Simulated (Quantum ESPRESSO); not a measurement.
# BaTiO3, cubic perovskite: band edges under a change of volume

How fast do the gaps move when the cell is scaled evenly? The symmetry of the cell is held, so distortions that would lower it, which this phase may prefer, aren't tested.

Calculated with Quantum ESPRESSO 7.5, PBEsol, GBRV 1.5 ultrasoft potentials, cutoff 680 eV, Fermi–Dirac smearing 0.02 eV, k-mesh 7×7×7, no spin polarisation, no spin-orbit coupling.

Reference cell, relaxed at zero pressure with PBEsol (Pm-3m): a = 3.9774 Å, b = 3.9774 Å, c = 3.9774 Å, α = 90.00°, β = 90.00°, γ = 90.00°.

```
atom       x       y       z
  Ba  0.0000  0.0000  0.0000
  Ti  0.5000  0.5000  0.5000
   O  0.5000  0.5000  0.0000
   O  0.5000  0.0000  0.5000
   O  0.0000  0.5000  0.5000
```

Levels are read on the k-mesh and along lines from Γ to X = (0, 0.5, 0), M = (0.5, 0.5, 0) and R = (0.5, 0.5, 0.5) in the reciprocal basis of this cell (the letters only name these points), and count from the highest filled level.

| ln(V/V0) | gap (eV) | direct gap at Γ (eV) |
| --- | --- | --- |
| −0.0619 | 1.909 | 1.934 |
| −0.0202 | 1.828 | 1.907 |
| 0.0000 | 1.788 | 1.890 |
| 0.0198 | 1.749 | 1.871 |
| 0.0392 | 1.710 | 1.851 |
| 0.0583 | 1.672 | 1.830 |

**Question.** Fit the direct gap at Γ and give it at ln(V/V0) = −0.0408, a row left out above.

A straight line through the 6 rows: the means are 0.005867 for ln(V/V0) and 1.8805 for the level, Σ(Δx)² = 0.009361 and ΣΔxΔy = −0.008136, so the slope is −0.008136/0.009361 = −0.8691 and the intercept 1.8805 − (−0.8691)(0.005867) = 1.8856.

The slope is the volume deformation potential of this gap, −0.87 eV, as a mean over the range. The line gives 1.921 eV. The run itself gives 1.922 eV, so the estimate misses by 0.001 eV; the fitted rows themselves lie up to 0.005 eV off the law.

The rows curve: the slope runs from −0.65 between the first two to −1.10 eV between the last two, so the line is a mean over the range.

The gap lies below the direct one at Γ in every row. Semilocal functionals give gaps that are too small, and the error differs from valley to valley, so the order of close valleys can be wrong too.

[Logs are printed without paths, hosts, clocks, repeated set-up lines and the standing remarks that a program may print on its own settings, such as how far it seeks lower states.]
